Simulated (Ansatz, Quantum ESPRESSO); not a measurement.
# Ta(110), 5 layers against a metal electrode: the electrode's level over the Fermi level at a withheld member of a series

How the rows were computed: Quantum ESPRESSO 7.5, PBE, GBRV ultrasoft. The slab is relaxed neutral, then held. ESM with bc3: vacuum below and a metal electrode about 6 Å above the top atoms. Cold smearing of 0.02 Ry. Charges are set per cell from the starting area. The slabs take the lattice constants of the bulk relaxed by the same program. The series steps the charge of the slab (positive: electrons removed).

| charge of the slab | electrode's level over the Fermi level (eV) |
| --- | --- |
| 1 ×10¹³ e/cm² | 5.488 |
| 2 ×10¹³ e/cm² | 6.217 |
| 3 ×10¹³ e/cm² | 6.954 |
| 4.5 ×10¹³ e/cm² | 8.069 |
| 7 ×10¹³ e/cm² | 9.953 |
| 8 ×10¹³ e/cm² | 10.716 |

One more run was made and is withheld. What is the electrode's level over the Fermi level at 6 ×10¹³ e/cm²?

By hand: The rows at 4.5 ×10¹³ e/cm² and 7 ×10¹³ e/cm² give a slope of (9.953 − (8.069))/(7 − (4.5)) = 0.7536, so a straight line gives 9.199 eV. A parabola through these and the row at 3 ×10¹³ e/cm² gives 9.196 eV.

**Check.** 9.195 eV. The line misses by +0.004 and the parabola by +0.001 eV. Both misses are under 5 % of the step from the nearer row.

**Limits.** Vacuum fills the gap; ions don't answer the charge; added electrons can spill towards the electrode at the most negative charges. Members without a usable value, or on the other side of zero field or charge, are not listed.
